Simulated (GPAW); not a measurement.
# Surface energy and work function of Pb(110) from slabs of 4 to 14 layers (LDA)

How do energy and work function of Pb(110) films settle with thickness, and what surface energy follows?

**Method.** GPAW 26.7.0, plane waves at 450 eV with PAW setups; symmetric 1×1 slabs cut at the tabulated lattice constant (two decimals; low-temperature values for the alkali metals), atoms at bulk places, 7.5 Å of vacuum on each side, one in-plane mesh for all thicknesses, Fermi-Dirac smearing of 0.1 eV. Energies are extrapolated to zero smearing and count from the program's reference atoms. Functional LDA. The cell's area is 17.326 Å².

What came out, but for one run:

```
layers  energy (eV)  work function (eV)
     4     −16.6672                3.80
     5     −21.1735                3.98
     6     −25.6711                4.05
     7     −30.1238                4.02
     8     −34.6584                3.92
     9     −39.1139                3.92
    10     −43.6264                3.97
    11     −48.1442                4.00
    12     −52.6309                3.95
    14            ?                   ?
```

**Question.** What surface energy do these runs give, and what energy and work function should the 14-layer slab have?

**Working.** A slab of n layers has E(n) = nε + 2Aγ once its middle is bulk-like. A line through n = 6 to 12 has the slope ε = −4.4960 eV a layer and the intercept 2Aγ = 1.3257 eV (r.m.s. residual 17.2 meV). So γ = 1.3257 / (2 × 17.326 Å²) = 0.0383 eV/Å² = 0.61 J/m², with a standard error of about 0.02 J/m² from the scatter about the line. For 14 layers: 1.3257 + 14 × (−4.4960) = −61.618 eV; the run gives −61.617 eV, 1.0 meV over the line. The work function has no such law: from 6 to 12 layers it moves between 3.92 and 4.05 eV (mean 3.98), and the 14-layer slab gives 3.97 eV. The thinnest slab, 4 layers, lies −0.18 eV from that mean. The values go up and down with thickness, as expected where levels confined across the film cross the Fermi level one by one.

**Limits.** The surfaces are unrelaxed, so γ is an upper bound for this functional and lattice constant. The tabulated lattice constant isn't the functional's own, which strains the slab a little. Spin-orbit coupling is left out.

[Logs are printed without paths, hosts, clocks, repeated set-up lines and the standing remarks that a program may print on its own settings, such as how far it seeks lower states.]
